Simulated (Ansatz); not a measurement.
## Phonons of Ta3BAu (Ta3AuB antiperovskite)

Question: is the lattice of Ta3BAu (Ta3AuB antiperovskite) stable, and if so, what are its coupling constant and resistivity?

Method: DFT LDA, scalar-relativistic, plane waves, PAW, in Ansatz 0.2.0.

The structure was built from a prototype and need not be the compound's stable phase.

### Step 1. The structure

Symmetry: Pm-3m, No. 221, cubic system. Conventional cell: a = 4.224 Å, b = 4.224 Å, c = 4.224 Å, α = 90.00°, β = 90.00°, γ = 90.00°. Nearest to Au lie 12 Ta at 2.99 Å. Nearest to Ta lie 2 B at 2.11 Å and 8 Ta at 2.99 Å and 4 Au at 2.99 Å. B has 6 Ta at 2.11 Å nearest. Farther neighbours are not listed.

### Step 2. Quick single point

A single point on a coarse mesh shows the starting pressure, whether the crystal is a metal and what a step costs.

Input file input.yaml:

```yaml
crystal:
  lattice:
    - [4.22421, 0.0, 0.0]
    - [0.0, 4.22421, 0.0]
    - [0.0, 0.0, 4.22421]
  atoms:
    - { symbol: Au, position: [0.0, 0.0, 0.0] }
    - { symbol: Ta, position: [0.5, 0.5, 0.0] }
    - { symbol: Ta, position: [0.5, 0.0, 0.5] }
    - { symbol: Ta, position: [0.0, 0.5, 0.5] }
    - { symbol: B, position: [0.5, 0.5, 0.5] }
kpoints:
  mp_grid: { grid: [4, 4, 4] }
hamiltonian:
  xc: lda
scf:
  occupations: { method: gaussian, width: 0.1 }
output:
  forces: true
  stress: true
  eigenvalues: true
```

On the command line:

```sh
$ ansatz run input.yaml --threads 4 --pin off --max-ram 16384MiB --backend cpu --events-out ev --progress --plain --runs-dir out
```

Numbers of over 12 decimals in the logs are rounded to 6 here.

The program printed:

```text
[the first part of the log is left out]
--- Per-component energies (eV) ---
  E_band       = -533.974476
  E_kinetic    = 1761.931540
  E_local      = -3624.195422  (includes V_loc(G=0)·N_el)
  E_nonlocal   = 151.977908
  E_hartree    = 1415.286513
  E_xc         = -914.324765
  E_vxc        = -931.791370  (∫ρ·V_xc dr)
  E_paw        = -33941.503635  (= ΣΔE_a)
  E_vpaw       = -722.472043  (= ΣTr[D̂ρ^β])
  E_aug_tail   = 0.001803  (compensation charges beyond the density's cutoff)
  E_ewald      = -6913.382371
  E_core_change = 1.345260  (= ΣΔE_core)
  E_smearing   = -0.028514  (= −TS)
  E_closure    = 0.000000  (closes the sum)
  Σ components = -42062.891684   (vs F -42062.891684, Δ=0.00e0)
--- Forces (eV/Å), atoms counted from 1 ---
  atom   1  Au    -0.00000000     0.00000000     0.00000000
  atom   2  Ta     0.00000000    -0.00000000     0.00000000
  atom   3  Ta     0.00000000    -0.00000000    -0.00000000
  atom   4  Ta     0.00000000     0.00000000    -0.00000000
  atom   5  B      0.00000000    -0.00000000    -0.00000000
  max |Σ_I F_I| component: 1.16e-28 eV/Å
--- Stress (GPa, compression-positive) ---
        7.063846       0.000000       0.000000
        0.000000       7.063846       0.000000
        0.000000       0.000000       7.063846
  P = ⅓ Tr σ = 7.0638 GPa (70.638 kbar)
--- Band table (eV; the first three rows and the last of 10) ---
  k-point 0: bands = ["-87.4210", "-48.6142", "-48.5222", "-48.5222", "-38.6808", "-38.6808", "-38.6808", "-15.5390", "-15.5390", "-15.5390", "-15.0707", "-15.0707", "-15.0707", "-14.8160", "-14.8160", "-14.8160", "8.3919", "11.6299", "12.9326", "12.9326", "13.4161", "13.4161", "13.4161", "17.1086", "17.1086", "17.1086", "18.5096", "18.5096", "18.8987", "18.8987", "18.8987", "22.0966", "22.0966", "22.0966", "22.4494", "22.4494", "23.5549"]
  k-point 1: bands = ["-87.4210", "-48.6026", "-48.5341", "-48.5221", "-38.6809", "-38.6808", "-38.6808", "-15.4837", "-15.4837", "-15.4427", "-15.0922", "-15.0922", "-15.0779", "-14.9319", "-14.8558", "-14.8558", "9.0663", "12.1267", "13.2560", "13.2957", "13.5696", "13.6829", "13.6829", "16.3430", "16.8806", "17.1569", "17.1569", "17.8728", "18.1550", "18.1550", "18.8589", "20.1682", "21.2943", "21.2943", "21.8367", "22.2786", "23.1550"]
  k-point 2: bands = ["-87.4210", "-48.5837", "-48.5532", "-48.5221", "-38.6809", "-38.6807", "-38.6807", "-15.4102", "-15.4102", "-15.2137", "-15.1803", "-15.1336", "-15.1336", "-15.0850", "-14.8940", "-14.8940", "10.1555", "12.2874", "13.6115", "13.7477", "14.0268", "14.0268", "14.5332", "14.6899", "15.5856", "16.6228", "17.1772", "17.1772", "17.4207", "17.4207", "19.4171", "19.7620", "20.9030", "20.9718", "20.9718", "21.6218", "22.4877"]
  k-point 9: bands = ["-87.4210", "-48.5529", "-48.5529", "-48.5529", "-38.6814", "-38.6814", "-38.6814", "-15.8558", "-15.4355", "-15.4355", "-15.4355", "-14.8395", "-14.8395", "-14.8395", "-14.8128", "-14.8128", "12.1112", "12.1112", "12.1112", "13.1040", "14.4081", "14.4081", "14.4750", "14.4750", "14.4750", "14.5179", "18.8097", "18.8097", "18.8097", "18.9898", "18.9898", "18.9898", "20.4946", "20.4946", "20.4946", "22.6565", "22.6565"]
```

Wall time 1.3 s (4 threads of Arm Neoverse V1, shared host); peak memory 0.35 GiB; 2.9 s of CPU time.

Numbers from this step:

| Quantity | Value |
| --- | --- |
| pressure | 7.064 GPa |
| volume per atom | 15.08 Å³ |
| metallic on mesh | yes |
| gap on the k-mesh | 0 eV |

The start is at 7.1 GPa on this mesh and has no gap.

### Step 3. Relaxation

Lattice constant and positions set the bands and the force constants, so the cell is relaxed first.

Edit input.yaml of step 2 so:

```diff
@@ -12,3 +12,3 @@
 kpoints:
-  mp_grid: { grid: [4, 4, 4] }
+  mp_grid: { grid: [6, 6, 6] }
 hamiltonian:
@@ -21 +21,6 @@
   eigenvalues: true
+relax:
+  adjacent_minimum: "off"
+  f_tol: 0.005
+  max_steps: 80
+  cell: { stress_tol: 0.05 }
```

The program printed:

```text
[...]
Crystal: 5 atoms, lattice volume = 75.377 Å³
Basis set: ecut = 420 eV, 1419 PW (Γ)
Bands: 37, of which v1, the nominal top of the filled ones, is band 31 counted from 1 (30 counted from 0)
Symmetry: 48 space group operations
[...]
k-points: 20 of 216
[...]
SCF iter   1: F=—  HF=-42062.932765 eV  |F-HF|=—  |Δ(HF+E_count)|=         —  Δρ=1.11e-2  dr2=1.46e-1  ethr=1.77e-3  ⟨swp⟩=5.0  Hψ=2563  notcnv=0
[...]
SCF iter   7: F=-42062.896402 eV  HF=-42062.896402 eV  |F-HF|=1.58e-9  |Δ(HF+E_count)|=   2.95e-9  Δρ=1.47e-6  dr2=2.30e-9  ethr=4.94e-11  ⟨swp⟩=2.7  Hψ=2300  notcnv=0
SCF 1 converged in 7 iterations: F = -42062.896402 eV  dr2 = 2.30e-9
[...]
relax step   1: F+E_penalty+E_count = -42062.89640188 eV  Δ(F+E_penalty+E_count) = +0.000e0 eV  max|allowed force component| = 2.267e-29 eV/Å  Δτ_max = 0.0000 Å  P = +6.911 GPa  Ω = 75.377 Å³  (7 SCF iters, dr2 threshold 1.00e-7 eV, accepted)
Crystal: 5 atoms, lattice volume = 79.810 Å³
Basis set: ecut = 420 eV, 1551 PW (Γ)
[...]
iter 1 solved again at ethr=1.19e-3 eV; its pass at ethr=3.10e-3 eV (dr2=7.27e-1 eV) is discarded
[...]
SCF iter   6: F=-42062.899212 eV  HF=-42062.899212 eV  |F-HF|=2.51e-7  |Δ(HF+E_count)|=   1.05e-6  Δρ=1.97e-5  dr2=3.74e-7  ethr=8.20e-10  ⟨swp⟩=9.3  Hψ=3518  notcnv=0
SCF 2 converged in 6 iterations: F = -42062.899212 eV  dr2 = 3.74e-7
relax step   2: F+E_penalty+E_count = -42062.89921169 eV  Δ(F+E_penalty+E_count) = -2.810e-3 eV  max|allowed force component| = 6.416e-30 eV/Å  Δτ_max = 0.0000 Å  P = -5.948 GPa  Ω = 79.810 Å³  energy of the carried Pulay correction = -2.118e-3 eV  (6 SCF iters, dr2 threshold 5.00e-7 eV, accepted)
Crystal: 5 atoms, lattice volume = 77.696 Å³
Basis set: ecut = 420 eV, 1503 PW (Γ)
[...]
SCF iter   6: F=-42062.942092 eV  HF=-42062.942092 eV  |F-HF|=3.03e-8  |Δ(HF+E_count)|=   7.32e-7  Δρ=1.03e-5  dr2=7.19e-8  ethr=8.20e-10  ⟨swp⟩=7.9  Hψ=3419  notcnv=0
SCF 3 converged in 6 iterations: F = -42062.942092 eV  dr2 = 7.19e-8
relax step   3: F+E_penalty+E_count = -42062.94209246 eV  Δ(F+E_penalty+E_count) = -4.288e-2 eV  max|allowed force component| = 5.443e-30 eV/Å  Δτ_max = 0.0000 Å  P = -0.270 GPa  Ω = 77.696 Å³  energy of the carried Pulay correction = -1.123e-3 eV  (6 SCF iters, dr2 threshold 5.00e-7 eV, accepted)
[...]
relax step   4: F+E_penalty+E_count = -42062.94221749 eV  Δ(F+E_penalty+E_count) = -1.250e-4 eV  max|allowed force component| = 7.205e-30 eV/Å  Δτ_max = 0.0000 Å  P = +0.012 GPa  Ω = 77.599 Å³  energy of the carried Pulay correction = -1.077e-3 eV  (5 SCF iters, dr2 threshold 1.82e-7 eV, accepted)
[...]
SCF iter   5: F=-42062.943377 eV  HF=-42062.943377 eV  |F-HF|=7.28e-12  |Δ(HF+E_count)|=  1.46e-11  Δρ=1.81e-7  dr2=3.14e-11  ethr=1.00e-12  ⟨swp⟩=4.6  Hψ=2455  notcnv=0
SCF 5 converged in 5 iterations: F = -42062.943377 eV  dr2 = 3.14e-11
relax step   5: F+E_penalty+E_count = -42062.94337714 eV  Δ(F+E_penalty+E_count) = -1.160e-3 eV  max|allowed force component| = 7.889e-30 eV/Å  Δτ_max = 0.0000 Å  P = +0.028 GPa  Ω = 77.599 Å³  stress off target by 2.76e-2 GPa  SCF on the basis re-selected at this cell (its energy is not comparable with the rows above)  (5 SCF iters)
basis re-selected at this cell: Δ(F+E_penalty+E_count) = -1.160e-3 eV, ΔP = +0.016 GPa vs the last step (what re-selecting the basis moved, of the pressure what is left beyond the Pulay correction that the steps carried, after the strain that the cell walked since its last selection, with what the two solves' SCF thresholds leave and, on support functions, any second-order correction that the steps lacked; it is no m [...]
SCF converged after 5 iterations
Free energy (F): -42062.943377 eV
[...]
Internal energy: -42062.917880 eV  (E = F + TS)
E sigma→0 (E₀):  -42062.930629 eV
Entropy (-TS):   -0.025497 eV (-5.099 meV/atom)
Fermi energy:    18.294758 eV
[...]
--- Stress (GPa, compression-positive) ---
        0.027649       0.000000       0.000000
        0.000000       0.027649      -0.000000
       -0.000000      -0.000000       0.027649
  P = ⅓ Tr σ = 0.0276 GPa (0.276 kbar)
--- Band table (eV; the first three rows and the last of 20) ---
  k-point 0: bands = [... 27 lower, 17.8431, 18.1962, 18.1962, 18.1962, 21.3328, 21.3328, 21.3328, 21.7000, ... 2 higher]
  k-point 1: bands = [... 27 lower, 17.8527, 17.8527, 17.8799, 17.9922, 20.1847, 20.8342, 20.8342, 21.2017, ... 2 higher]
  k-point 2: bands = [... 27 lower, 16.5962, 17.1511, 17.1511, 18.4777, 19.0795, 20.4227, 20.4227, 20.9730, ... 2 higher]
  k-point 19: bands = [... 27 lower, 18.1492, 18.1492, 18.3732, 18.3732, 18.3732, 19.7850, 19.7850, 19.7850, ... 2 higher]
--- Relaxed structure (4 steps of the walk, 4 accepted, 1 SCFs on fresh bases) ---
  F+E_penalty+E_count = -42062.94337714 eV   max|allowed force component| = 7.889e-30 eV/Å   (the final SCF, on the basis selected at the relaxed cell)
  cell:  # Å, volume = 77.5986 Å³
    - [4.265317, 0, 0]
    - [0, 4.265317, 0.0]
    - [0, 0, 4.265317]
  atoms:
    - { symbol: Au, position: [0, 0, 0] }
    - { symbol: Ta, position: [0.5, 0.5, 0] }
    - { symbol: Ta, position: [0.5, 0, 0.5] }
    - { symbol: Ta, position: [0, 0.5, 0.5] }
    - { symbol: B, position: [0.5, 0.5, 0.5] }
```

The job ended after 5.1 s (4 threads; peak memory 0.42 GiB).

The steps of the relaxation:

```tsv
step	energy less that of the first step (eV)	largest force component (eV/Å)	pressure (GPa)	volume (Å³)
1	0.0000	0.0000	6.91	75.38
2	-0.0028	0.0000	-5.95	79.81
3	-0.0457	0.0000	-0.27	77.70
4	-0.0458	0.0000	0.01	77.60
5*	-0.0470	0.0000	0.03	77.60
```

Relaxation steps marked * repeat the geometry before them on a plane-wave basis chosen anew for their cell, so energy and pressure can jump there.

Forces are held to the 48 operations that the run works with; a distortion that breaks them can't arise in this run.

```tsv
conventional cell, symmetrised	before	after	change
a (Å)	4.224	4.265	+1.0 %
b (Å)	4.224	4.265	+1.0 %
c (Å)	4.224	4.265	+1.0 %
volume (Å³/atom)	15.08	15.52	+2.9 %
```

The relaxed structure:

```xyz
5
Lattice="4.2653 0.0000 0.0000 0.0000 4.2653 0.0000 0.0000 0.0000 4.2653" Properties=species:S:1:pos:R:3 pbc="T T T"
Au    0.0000    0.0000    0.0000
Ta    2.1327    2.1327    0.0000
Ta    2.1327    0.0000    2.1327
Ta    0.0000    2.1327    2.1327
B     2.1327    2.1327    2.1327
```

This step gave:

```
pressure        : 0.02765 GPa
volume per atom : 15.52 Å³
```

The largest force is now zero by symmetry and the largest stress component 0.028 GPa, small enough for phonons.

### Step 4. Phonons: q 2×2×2, k 4×4×4

Couplings are defined for a stable lattice alone, so phonons come first.

Input file input.yaml:

```yaml
crystal:
  lattice:
    - [4.2653174105, 0.0, 0.0]
    - [0.0, 4.2653174105, 0.0]
    - [0.0, 0.0, 4.2653174105]
  atoms:
    - { symbol: Au, position: [0.0, 0.0, 0.0] }
    - { symbol: Ta, position: [0.5, 0.5, 0.0] }
    - { symbol: Ta, position: [0.5, 0.0, 0.5] }
    - { symbol: Ta, position: [0.0, 0.5, 0.5] }
    - { symbol: B, position: [0.5, 0.5, 0.5] }
kpoints:
  mp_grid: { grid: [4, 4, 4] }
hamiltonian:
  xc: lda
scf:
  occupations: { method: methfessel_paxton, width: 0.2 }
output:
  eigenvalues: true
phonons:
  method: dfpt
  qmesh: [2, 2, 2]
  temperatures: { t_max: 1000, t_step: 50 }
  qpath:
    path:
      - [[0.0, 0.0, 0.0], [0.0, 0.5, 0.0], [0.5, 0.5, 0.0], [0.0, 0.0, 0.0], [0.5, 0.5, 0.5], [0.0, 0.5, 0.0]]
      - [[0.5, 0.5, 0.5], [0.5, 0.5, 0.0]]
    npoints: 10
```

The program printed:

```text
[...]
Crystal: 5 atoms, lattice volume = 77.599 Å³
Basis set: ecut = 420 eV, 1503 PW (Γ), exchange–correlation on 60×60×60 points (8 copies of the dense FFT grid, shifted against one another)
Bands: 37, of which v1, the nominal top of the filled ones, is band 31 counted from 1 (30 counted from 0)
Symmetry: 48 space group operations
k-points: 10 of 64
[...]
SCF iter   1: F=—  HF=-42062.967303 eV  |F-HF|=—  |Δ(HF+E_count)|=         —  Δρ=1.05e-2  dr2=1.44e-1  ethr=1.77e-3  ⟨swp⟩=4.9  Hψ=1243  notcnv=0
[...]
SCF iter  10: F=-42062.933455 eV  HF=-42062.933455 eV  |F-HF|=7.28e-12  |Δ(HF+E_count)|=  7.28e-12  S|Δr|=    0.00e0  Δρ=3.04e-8  dr2=7.71e-13  ethr=1.00e-12  ⟨swp⟩=5.5  Hψ=1480  notcnv=0
SCF 1 converged in 10 iterations: F = -42062.933455 eV  dr2 = 7.71e-13
[...]
phonons: the bands overlap, so this run is a metal and interpolates without the dipole-dipole term. If the crystal is really an insulator or semiconductor, its LO-TO splitting is missing
NSCF: frozen V_eff on 10 k-points
[...]
DFPT response loops at q = (0, 0, 0) (fractional): preconditioner auto → Kerker (q_TF=auto, 2.621 Å⁻¹) (partly filled bands, converged f_vac=0.000); β = 1.00, the filter's whole step (`scf.mixing.beta` (0.50) is not read by the response loops under this deck's `scf.mixing.preconditioner`; to damp them name `kerker` or `kerker_dos`, under which they read `scf.mixing.beta`, and type it under 1.00, their step now; both keys bind the ground state too); Broyden in place of MSR1
[...]
SCF converged after 10 iterations
Stability not checked: this state was not tested for a lower state beside it, because cold or Methfessel-Paxton smearing, or corrected tetrahedra, fill the levels in a way that the test cannot read (fill_not_monotonic; see scf.lower_state_search)
Free energy (F): -42062.933455 eV
[...]
Internal energy: -42062.917950 eV  (E = F + TS)
E sigma→0 (E₀):  -42062.929579 eV
Entropy (-TS):   -0.015505 eV (-3.101 meV/atom)
Fermi energy:    18.307199 eV
[...]
--- Band table (eV; the first three rows and the last of 10) ---
  k-point 0: bands = [... 27 lower, 17.8539, 18.1901, 18.1901, 18.1901, 21.3293, 21.3293, 21.3293, 21.6864, ... 2 higher]
  k-point 1: bands = [... 27 lower, 17.2591, 17.4978, 17.4978, 18.1969, 19.4928, 20.5836, 20.5836, 21.0803, ... 2 higher]
  k-point 2: bands = [... 27 lower, 16.6055, 16.7896, 16.7896, 18.7709, 19.0788, 20.1974, 20.2782, 20.2782, ... 2 higher]
  k-point 9: bands = [... 27 lower, 18.1545, 18.1545, 18.3637, 18.3637, 18.3637, 19.7837, 19.7837, 19.7837, ... 2 higher]
--- Phonons (Γ-DFPT): 4 representative perturbations + reference (Σ response iterations 12) ---
  ASR residual: 3.838e-5 → 0.000e0 eV/Å²; symmetrization residual: 3.621e-6 eV/Å²
  ASR residual per site (eV/Å²): 3.84e-5 5.21e-6 5.21e-6 5.21e-6 6.11e-6
  Γ frequencies (cm⁻¹): 0.00 0.00 0.00 91.13 91.13 91.13 130.55 130.55 130.55 138.41 138.41 138.41 777.24 777.24 777.24
--- Phonons (arbitrary-q DFPT): 4 irreducible q on the 2×2×2 mesh ---
  q = [0.0000, 0.0000, 0.0000] (star 1, of the zone-centre solve; hermiticity 2.15e-7, symmetrization 6.45e-13): -0.00 0.00 0.00 91.13 91.13 91.13 130.55 130.55 130.55 138.41 138.41 138.41 777.24 777.24 777.24
  q = [0.0000, 0.0000, -0.5000] (star 3, 9 solved perturbations in 216 linear systems a pass and spin channel, the states on 27 of 64 k-point pairs; hermiticity 2.40e-7, symmetrization 1.18e-12): 62.10 71.04 74.72 74.72 79.11 80.46 80.46 100.99 100.99 128.43 128.43 221.45 747.52 764.85 764.85
[...]
sum rule: each row above includes the acoustic sum rule's correction from the zone centre's row sums; it moved no ω² by more than (0.39 cm⁻¹)²
  mesh force constants: q→R imaginary residual 3.09e-18; ASR residual 3.838e-5 → 0.000e0 eV/Å²; symmetrization residual 1.776e-14 eV/Å²
  interpolated dispersion: 62 rows × 15 modes
  density of states and harmonic sums: on the 16×16×16 q-mesh, interpolated from the force constants of a 2×2×2 supercell (no non-analytic term)
  largest difference from the sums on the solved wave vectors: F 3.19e-1 eV, S 4.19e-4 and C_V 1.01e-4 eV/K
  zero-point energy: 0.214296 eV/cell   skipped modes (ω ≤ 0): 141, of them read as no rigid motion or as one in doubt: 138 (7.075e-1 modes/cell left out, lowest -55.28 cm⁻¹)   left out of the sums: 4.72e-2 of the cell's modes: C_V's classical limit lies that fraction below 3 k_B per atom; for a crystal, a wire or a layer, F and S can be off by more, and a phonons.interpolated_qmesh denser along its periods is the remedy for the sampling
```

It took 63 s on 4 threads; peak memory 0.6 GiB.

Numbers from this step:

| Quantity | Value |
| --- | --- |
| share of imaginary modes in the plain interpolation between solved wavevectors | 0.0466 |
| highest frequency, solved or plainly interpolated | 777.2 cm⁻¹ |

Solved on the 2×2×2 mesh alone; all other wavevectors are interpolated. Phonon branches along the path, in cm⁻¹:

```tsv
point	branch 1	branch 2	branch 3	branch 4	branch 12	branch 13	branch 14	branch 15
Γ	0	0	0	91	138	777	777	777
halfway	41	41	56	89	175	763	771	771
X	62	71	75	75	221	748	765	765
halfway	15	48	52	78	223	741	750	755
M	-38	-30	-30	82	232	735	735	745
halfway	34	55	72	78	179	757	757	763
Γ	0	0	0	91	138	777	777	777
halfway	42	42	71	75	184	752	752	752
R	-55	-55	-55	72	241	744	744	744
halfway	-26	24	53	62	225	740	748	748
X	62	71	75	75	221	748	765	765
jump to R	-55	-55	-55	72	241	744	744	744
halfway	-48	-34	-34	68	234	739	739	745
M	-38	-30	-30	82	232	735	735	745
```

Lowest modes at the softest wavevector of the mesh. Modes at q = (0.500, 0.500, 0.500), with each element's share of the kinetic energy (negative means imaginary):

```tsv
mode	frequency (cm⁻¹)	Au %	Ta %	B %
1	-55.3	0	100	0
2	-55.3	0	100	0
3	-55.3	0	100	0
4	71.8	87	13	0
5	71.8	87	13	0
6	71.8	87	13	0
```

Displacements in mode 3 (-55.3 cm⁻¹), the largest set to 1, in the home cell (x, y, z of the real part, then of the imaginary part):
```
Au1  0.00  0.00  0.00  0.00  0.00  0.00
Ta2  1.00 -0.10  0.00  0.02  0.09  0.00
Ta3 -0.11  0.00  0.10  0.09  0.00 -0.09
Ta4  0.00  0.11 -1.00  0.00 -0.09 -0.02
B5   0.00  0.00  0.00  0.00  0.00  0.00
```

Displacements in mode 4 (71.8 cm⁻¹), the largest set to 1, in the home cell:
```
Au1  0.00 -0.08  1.00
Ta2 -0.02  0.00  0.00
Ta3  0.29  0.00  0.00
Ta4  0.00  0.29 -0.02
B5   0.00  0.00  0.00
```

Among the solved wavevectors the lowest mode, translations apart, is -55.3 cm⁻¹, imaginary.

(Continued in part 2 of 2.)

[Logs are printed without paths, hosts, clocks, repeated set-up lines and the standing remarks that a program may print on its own settings, such as how far it seeks lower states.]

[Hosts, paths, dates, database ids (printed as entryN), source tags and the programs' standing remarks are cut or masked in the printed files.]
